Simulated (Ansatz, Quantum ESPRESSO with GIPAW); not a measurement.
# 19F assignment in C2HF

The values are calculated: DFT, PBEsol, plane-wave PAW (pslibrary 1.0.0 recipes), scalar-relativistic, GIPAW shieldings (Quantum ESPRESSO with GIPAW, a patched development version). Shieldings are without the macroscopic shape term, which is common to all sites.

```
F C H
1.0
     3.71190   -5.79500    0.00000
     3.71190    5.79500    0.00000
    -2.72901    0.00000    6.49746
F C H
6 12 6
Direct
  0.07706 0.24286 0.65403
  0.75714 0.92294 0.84597
  0.92294 0.75714 0.34597
  0.24286 0.07706 0.15403
  0.30102 0.69898 0.75000
  0.69898 0.30102 0.25000
  0.65638 0.34362 0.75000
  0.34362 0.65638 0.25000
  0.42150 0.22678 0.70049
  0.77322 0.57850 0.79951
  0.57850 0.77322 0.29951
  0.22678 0.42150 0.20049
  0.30422 0.34850 0.70120
  0.65150 0.69578 0.79880
  0.69578 0.65150 0.29880
  0.34850 0.30422 0.20120
  0.41686 0.58314 0.75000
  0.58314 0.41686 0.25000
  0.75055 0.24945 0.75000
  0.24945 0.75055 0.25000
  0.32816 0.04264 0.66144
  0.95736 0.67184 0.83856
  0.67184 0.95736 0.33856
  0.04264 0.32816 0.16144
```

The cell is an entry of the Crystallography Open Database; it need not be the form that is stable at ambient conditions. The coordinates shown are those after relaxation (atoms relaxed).

The F sites:

| site | atom no. | atoms in cell | site symmetry | surroundings | bonds (Å) |
| --- | --- | --- | --- | --- | --- |
| F(1) | 1 | 4 | 1 | bound to C | 1.347 |
| F(2) | 5 | 2 | 2 | bound to C | 1.343 |

The lines to be assigned:

| line | σ_iso (ppm) | relative area | span (ppm) | skew |
| --- | --- | --- | --- | --- |
| A | 304.4 | 1 | 209.6 | 0.95 |
| B | 273.7 | 2 | 200.7 | 0.51 |

Simulated spectrum: 19F MAS at 62.5 kHz, 23.5 T (941.8 MHz), lines broadened by 2 ppm; the axis counts ppm from the isotropic position of the most shielded site, as −Δσ; rigid lattice, with dipolar and J couplings left out. Its lines over 1.5 % of the strongest:

| offset (ppm) | area |
| --- | --- |
| 163.5 | 0.03 |
| 132.7 | 0.02 |
| 97.1 | 0.31 |
| 66.4 | 0.20 |
| 30.8 | 1.00 |
| 0.0 | 0.43 |
| -35.6 | 0.20 |
| -66.4 | 0.10 |
| -101.9 | 0.08 |
| -132.7 | 0.06 |

Assign each line to a crystallographic site.

By the calculation: A is F(2) (bound to C); B is F(1) (bound to C). The areas settle A and B, whose multiplicities are unique.

[Banner, clock, file and message-heading lines were taken out of the pw.x and gipaw.x logs.]

[Logs are printed without paths, hosts, clocks, repeated set-up lines and the standing remarks that a program may print on its own settings, such as how far it seeks lower states.]

[Hosts, paths, dates, database ids (printed as entryN), source tags and the programs' standing remarks are cut or masked in the printed files.]
